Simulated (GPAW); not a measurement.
**Optical response of LiF (Griceite)**

Wanted: where LiF (Griceite) starts to absorb, how strongly, and its refractive index.

Program: GPAW 26.7.0. Level of theory: DFT, PBE, plane-wave PAW (GPAW data sets), scalar-relativistic, RPA, optical limit. Results are calculated unless marked as measured.

## 1. The structure

It takes space group Fm-3m (No. 225, cubic). The conventional cell has a = 4.028 Å, b = 4.028 Å, c = 4.028 Å, α = 90.00°, β = 90.00°, γ = 90.00°. Nearest to F lie 6 Li at 2.01 Å. Nearest to Li lie 6 F at 2.01 Å. Farther neighbours and most contacts between anions are not listed.

Coordinates:

```cif
data_structure
_symmetry_space_group_name_H-M 'P 1'
_symmetry_Int_Tables_number 1
_cell_length_a 2.8482
_cell_length_b 2.8482
_cell_length_c 2.8482
_cell_angle_alpha 60.000
_cell_angle_beta 60.000
_cell_angle_gamma 60.000
_cell_volume 16.34
loop_
_atom_site_label
_atom_site_type_symbol
_atom_site_fract_x
_atom_site_fract_y
_atom_site_fract_z
_atom_site_occupancy
F1 F 0.50000 0.50000 0.50000 1
Li2 Li 0.00000 0.00000 0.00000 1
```

## 2. Bands for the response

The response needs many more empty bands than the density does.

This step: DFT, PBE, plane-wave PAW (GPAW data sets), scalar-relativistic, bands at fixed density (GPAW 26.7.0).

Input file nscf.py:

```python
from ase.dft.bandgap import bandgap
from gpaw import GPAW, FermiDirac

calc = GPAW('gs.gpw').fixed_density(kpts={'size': (17, 17, 17), 'gamma': True}, nbands=23, convergence={'bands': 17},
                                    occupations=FermiDirac(0.001), txt='nscf.txt')
print('gap (eV)', bandgap(calc, output=None)[0])
print('direct gap (eV)', bandgap(calc, direct=True, output=None)[0])
print('top band over the Fermi level (eV)', min(calc.get_eigenvalues(kpt=k)[16] for k in range(len(calc.get_ibz_k_points()))) - calc.get_fermi_level())
calc.write('full.gpw', mode='all')
```

The run is started by

```bash
$ OMP_NUM_THREADS=1 python nscf.py
```

Numbers of over 12 decimals in the logs are rounded to 6 here.

The log of the run:

```text
Diagonalizing LCAO Hamiltonian
Converting LCAO to pw mode
convergence criteria:
- Maximum integral of absolute [eigenst]ate change: 4e-08 eV^2 / valence electron
maximum number of iterations: 150

SCF iterations
|iter     |      energy | eigst |  dens |
|iter:   1||             | +3.20 |       |
|iter:   2||             | +1.48 |       |
|iter:   3||             | -1.00 |       |
|iter:   4||             | -2.71 |       |
|iter:   5||             | -4.67 |       |
|iter:   6||             | -6.07 |       |
|iter:   7||             | -7.41c|       |
SCF steps: 7
  __  _  _
 | _ |_)|_||  |
 |__||  | ||/\| - 26.7.0

Versions:
  Python: 3.12.14
  ASE:    3.29.0
  Numpy:  2.5.5
  Scipy:  1.18.1
  Libxc:  7.0.0

Input parameters:
  mode=PW(ecut=550.0),
  convergence={'bands': 17},
  gpts=array([16, 16, 16]),
  kpts=MonkhorstPack(size=(17, 17, 17), gamma=True),
  maxiter=150,
  nbands=23,
  occupations=Occupations(name='fermi-dirac', width=0.001, fixmagmom=False),
  parallel={},
  xc=XC(name='PBE')

--- standard output ---
gap (eV) 9.065491
direct gap (eV) 9.069434
top band over the Fermi level (eV) 39.666154
```

Run time: 36 s. Hardware: 1 thread of Arm Neoverse N1, shared host; peak memory 0.17 GiB.

This step gave:

```
gap on the k-mesh      : 9.065 eV
direct gap on the mesh : 9.069 eV
```

## 3. Dielectric function, RPA

Local fields let the induced charge screen the field inside the cell, which as a rule lowers ε, most along directions where the density is uneven.

This step: DFT, PBE, plane-wave PAW (GPAW data sets), scalar-relativistic, RPA, optical limit (GPAW 26.7.0).

Input file df.py:

```python
from gpaw.response.df import DielectricFunction

df = DielectricFunction('full.gpw', frequencies={'type': 'nonlinear', 'domega0': 0.03, 'omega2': 8},
                        ecut=70,
                        eta=0.12,
                        nbands=17,
                        txt='df.txt')
for direction in ['x']:
    df.get_dielectric_function(xc='RPA', direction=direction, filename=f'df_{direction}.csv')
```

The run is started by

```bash
$ OMP_NUM_THREADS=1 python df.py
```

The log of the run:

```text
Using integrator: PointIntegrator
NonLinearFrequencyDescriptor(from 0.000 to 72.254 eV, 509 points)
Nonperiodic BCs:  [False False False]
Using integrator: PointIntegrator
NonLinearFrequencyDescriptor(from 0.000 to 72.254 eV, 509 points)
Nonperiodic BCs:  [False False False]

Calculating chi0 body with:
    Ground state adapter containing:
    Number of spins: 1
    Number of kpoints: 4913
    Number of irreducible kpoints: 165
    Number of completely occupied states: 4
    Number of partially occupied states: 4

    Linear response parametrization:
    q_c: [0.0, 0.0, 0.0]
    Number of frequency points: 509
    Planewave cutoff: 70.0
    Number of bands: 17
    Number of planewaves: 15
    Broadening (eta): 0.12

Integrating chi0 body.

Symmetries of q_c:
    Direct symmetries (Uq -> q): 48
    Indirect symmetries (TUq -> q): 0
In total 48 allowed symmetries.

165 groups of equivalent kpoints. 96.641563% reduction.

Integral kind: spectral function

Calculating chi0 optical extensions with:
    Ground state adapter containing:
    Number of spins: 1
    Number of kpoints: 4913
    Number of irreducible kpoints: 165
    Number of completely occupied states: 4
    Number of partially occupied states: 4

    Linear response parametrization:
    Number of frequency points: 509
    Planewave cutoff: 70.0
    Number of bands: 17
    Number of planewaves: 15
    Broadening (eta): 0.12
Integrating chi0 head and wings.

Symmetries of q_c:
    Direct symmetries (Uq -> q): 48
    Indirect symmetries (TUq -> q): 0
In total 48 allowed symmetries.

165 groups of equivalent kpoints. 96.641563% reduction.

Integral kind: spectral function wings
```

The job ended after 7.2 s (1 thread; peak memory 0.18 GiB).

Numbers from this step:

| Quantity | Value |
| --- | --- |
| electronic dielectric constant ε∞, mean over x, y and z (by symmetry where fewer were run) | 1.930 |
| main peak of Im epsilon, first axis | 11.11 eV |

Values under the direct gap are tails of Lorentzian lines. The Im ε, E ∥ x by photon energy; read off at these points:

| photon energy (eV) | Im ε, E ∥ x |
| --- | --- |
| 0.00 | 0 |
| 0.50 | 5.1e-4 |
| 1.00 | 0.00102 |
| 1.50 | 0.00156 |
| 2.00 | 0.00213 |
| 2.50 | 0.00274 |
| 3.00 | 0.00342 |
| 3.50 | 0.00418 |
| 4.00 | 0.00505 |
| 4.50 | 0.00607 |
| 5.00 | 0.00729 |
| 5.50 | 0.00880 |
| 6.00 | 0.0107 |
| 6.50 | 0.0133 |
| 7.00 | 0.0168 |
| 7.50 | 0.0220 |
| 8.00 | 0.0309 |
| 8.50 | 0.0496 |
| 9.00 | 0.143 |
| 9.50 | 0.544 |
| 10.00 | 0.783 |
| 10.50 | 1.19 |
| 11.00 | 2.26 |
| 11.10 | 2.50 |
| 11.50 | 2.38 |
| 12.00 | 2.03 |
| 12.50 | 1.75 |
| 13.00 | 1.30 |
| 13.50 | 1.17 |

Table of Re ε, E ∥ x by photon energy:

photon energy (eV), Re ε, E ∥ x and a bar from the least value:
```
      0.0       1.93 #############
      0.5       1.93 #############
      1.0       1.93 #############
      1.5       1.94 #############
      2.0       1.95 #############
      2.5       1.96 #############
      3.0       1.97 #############
      3.5       1.99 #############
      4.0       2.01 ##############
      4.5       2.03 ##############
      5.0       2.06 ##############
      5.5       2.09 ###############
      6.0       2.13 ###############
      6.5       2.18 ################
      7.0       2.24 #################
      7.5       2.32 ##################
      8.0       2.43 ###################
      8.5       2.59 ######################
      9.0       2.89 ##########################
      9.5       3.03 ############################
     10.0       3.06 ############################
     10.5       3.21 ##############################
     11.0       3.21 ##############################
     11.5       2.12 ###############
     12.0       1.58 ########
     12.5       1.36 #####
     13.0       1.00 
     13.5       1.12 ##
```

The loss function −Im 1/ε at q → 0, E ∥ x has structure finer than the step of the table below, so its rows give means over 0.25 eV, whole bins alone (the curve runs from 0 to 14.0 eV). Peaks (eV: height): 13.000: 0.485, 13.774: 0.516.

Values under the direct gap are tails of Lorentzian lines. Loss function −Im 1/ε at q → 0, E ∥ x against energy loss; means over each step:

| energy loss (eV) | loss function −Im 1/ε at q → 0, E ∥ x |
| --- | --- |
| 0.25 | 6.8e-5 |
| 0.50 | 1.4e-4 |
| 0.75 | 2.0e-4 |
| 1.00 | 2.7e-4 |
| 1.25 | 3.4e-4 |
| 1.50 | 4.1e-4 |
| 1.75 | 4.9e-4 |
| 2.00 | 5.6e-4 |
| 2.25 | 6.4e-4 |
| 2.50 | 7.2e-4 |
| 2.75 | 8.0e-4 |
| 3.00 | 8.8e-4 |
| 3.25 | 9.7e-4 |
| 3.50 | 0.00106 |
| 3.75 | 0.00115 |
| 4.00 | 0.00126 |
| 4.25 | 0.00136 |
| 4.50 | 0.00148 |
| 4.75 | 0.00160 |
| 5.00 | 0.00172 |
| 5.25 | 0.00186 |
| 5.50 | 0.00202 |
| 5.75 | 0.00218 |
| 6.00 | 0.00236 |
| 6.25 | 0.00257 |
| 6.50 | 0.00279 |
| 6.75 | 0.00305 |
| 7.00 | 0.00334 |
| 7.25 | 0.00368 |
| 7.50 | 0.00410 |
| 7.75 | 0.00460 |
| 8.00 | 0.00524 |
| 8.25 | 0.00611 |
| 8.50 | 0.00743 |
| 8.75 | 0.00996 |
| 9.00 | 0.0181 |
| 9.25 | 0.0376 |
| 9.50 | 0.0556 |
| 9.75 | 0.0705 |
| 10.00 | 0.0803 |
| 10.25 | 0.0938 |
| 10.50 | 0.104 |
| 10.75 | 0.119 |
| 11.00 | 0.150 |
| 11.25 | 0.214 |
| 11.50 | 0.239 |
| 11.75 | 0.299 |
| 12.00 | 0.318 |
| 12.25 | 0.379 |
| 12.50 | 0.365 |
| 12.75 | 0.425 |
| 13.00 | 0.471 |
| 13.25 | 0.427 |
| 13.50 | 0.445 |
| 13.75 | 0.497 |

Values under the direct gap are tails of Lorentzian lines. The Im ε, E ∥ x by photon energy; read off at these points:

| photon energy (eV) | without local fields | with local fields |
| --- | --- | --- |
| 0.000 | 0 | 0 |
| 0.250 | 2.7e-4 | 2.5e-4 |
| 0.500 | 5.4e-4 | 5.1e-4 |
| 0.750 | 8.2e-4 | 7.6e-4 |
| 1.000 | 0.00109 | 0.00102 |
| 1.250 | 0.00138 | 0.00129 |
| 1.500 | 0.00167 | 0.00156 |
| 1.750 | 0.00197 | 0.00184 |
| 2.000 | 0.00227 | 0.00213 |
| 2.250 | 0.00259 | 0.00243 |
| 2.500 | 0.00293 | 0.00274 |
| 2.750 | 0.00328 | 0.00307 |
| 3.000 | 0.00365 | 0.00342 |
| 3.250 | 0.00403 | 0.00379 |
| 3.500 | 0.00445 | 0.00418 |
| 3.750 | 0.00489 | 0.00460 |
| 4.000 | 0.00537 | 0.00505 |
| 4.250 | 0.00588 | 0.00554 |
| 4.500 | 0.00644 | 0.00607 |
| 4.750 | 0.00705 | 0.00665 |
| 5.000 | 0.00772 | 0.00729 |
| 5.250 | 0.00847 | 0.00800 |
| 5.500 | 0.00929 | 0.00880 |
| 5.750 | 0.0102 | 0.00970 |
| 6.000 | 0.0113 | 0.0107 |
| 6.250 | 0.0125 | 0.0119 |
| 6.500 | 0.0139 | 0.0133 |
| 6.750 | 0.0156 | 0.0149 |
| 7.000 | 0.0175 | 0.0168 |
| 7.250 | 0.0199 | 0.0191 |
| 7.500 | 0.0229 | 0.0220 |
| 7.750 | 0.0267 | 0.0258 |
| 8.000 | 0.0318 | 0.0309 |
| 8.250 | 0.0391 | 0.0381 |
| 8.500 | 0.0506 | 0.0496 |
| 8.750 | 0.0727 | 0.0719 |
| 9.000 | 0.143 | 0.143 |
| 9.250 | 0.348 | 0.352 |
| 9.500 | 0.538 | 0.544 |
| 9.750 | 0.704 | 0.712 |
| 10.000 | 0.777 | 0.783 |
| 10.250 | 1.03 | 1.03 |
| 10.500 | 1.19 | 1.19 |
| 10.750 | 1.47 | 1.46 |
| 11.000 | 2.29 | 2.26 |
| 11.103 | 2.55 | 2.51 |
| 11.250 | 2.35 | 2.30 |
| 11.500 | 2.44 | 2.38 |
| 11.556 | 2.46 | 2.40 |
| 11.750 | 2.15 | 2.10 |
| 12.000 | 2.10 | 2.03 |
| 12.250 | 1.64 | 1.59 |
| 12.500 | 1.82 | 1.75 |
| 12.750 | 1.62 | 1.54 |
| 13.000 | 1.37 | 1.30 |
| 13.250 | 1.25 | 1.17 |
| 13.500 | 1.26 | 1.17 |
| 13.750 | 1.18 | 1.09 |

The reflectivity at normal incidence, E ∥ x has structure finer than the step of the table below, so its rows give means over 0.5 eV, whole bins alone (the curve runs from 0 to 14.0 eV). Peaks (eV: height): 11.03: 13.5, 12.10: 11.5, 12.59: 9.38.

Reflectivity at normal incidence, E ∥ x against photon energy; means over each step:

| photon energy (eV) | reflectivity at normal incidence, E ∥ x (%) |
| --- | --- |
| 0.5 | 2.66 |
| 1.0 | 2.67 |
| 1.5 | 2.69 |
| 2.0 | 2.73 |
| 2.5 | 2.77 |
| 3.0 | 2.82 |
| 3.5 | 2.89 |
| 4.0 | 2.97 |
| 4.5 | 3.06 |
| 5.0 | 3.18 |
| 5.5 | 3.32 |
| 6.0 | 3.49 |
| 6.5 | 3.70 |
| 7.0 | 3.97 |
| 7.5 | 4.31 |
| 8.0 | 4.78 |
| 8.5 | 5.48 |
| 9.0 | 6.73 |
| 9.5 | 7.75 |
| 10.0 | 8.44 |
| 10.5 | 9.65 |
| 11.0 | 12.4 |
| 11.5 | 11.9 |
| 12.0 | 10.5 |
| 12.5 | 8.62 |
| 13.0 | 6.85 |
| 13.5 | 5.72 |

Optical constants at common wavelengths, from n + ik = √ε:

| wavelength (nm) | n | k | R (%) | 1/α |
| --- | --- | --- | --- | --- |
| 1550 | 1.39 | 0.000 | 2.7 | 421 µm |
| 1064 | 1.39 | 0.000 | 2.7 | 197 µm |
| 532 | 1.40 | 0.001 | 2.8 | 47 µm |
| 450 | 1.40 | 0.001 | 2.8 | 33 µm |
| 405 | 1.40 | 0.001 | 2.8 | 26 µm |
| 308 | 1.42 | 0.002 | 3.0 | 14 µm |
| 193 | 1.47 | 0.004 | 3.7 | 3.5 µm |

Below the direct gap, k and the depth come from the tails of the Lorentzian lines, not from transitions.

## 4. What came out

| Quantity | Value |
| --- | --- |
| electronic dielectric constant ε∞, mean over x, y and z (by symmetry where fewer were run) (RPA) | 1.93 |
| main peak of Im epsilon, first axis | 11.1 eV |

In words: At this level (PBE, RPA) LiF has ε∞ = 1.93 and n = 1.39 at 1550 nm, and Im ε peaks at 11.1 eV. On the mesh the gap is 9.07 eV and the least direct gap 9.07 eV. Local fields change the static value along x from 2.00 to 1.93 (-4 %). Distinct maxima of Im ε, read by a parabola through the highest points, lie at 11.11 eV (2.5), 11.54 eV (2.4), 12.07 eV (2.1) and 12.53 eV (1.8). Excitons and phonon-assisted transitions are missing; PBE gaps are as a rule too small, which pulls the onset down and ε∞ up. The sum runs over mesh points, so small or evenly spaced maxima can still be ripples of the mesh. In this version of GPAW the matrix elements of the optical limit are incomplete, which can lower ε − 1 by up to a tenth where first-row anions or d states rule, and shift it by more in d metals.

[Machine, clock and banner lines and Python warnings are left out of the logs.]

[Logs are printed without paths, hosts, clocks, repeated set-up lines and the standing remarks that a program may print on its own settings, such as how far it seeks lower states.]

[Hosts, paths, dates, database ids (printed as entryN), source tags and the programs' standing remarks are cut or masked in the printed files.]
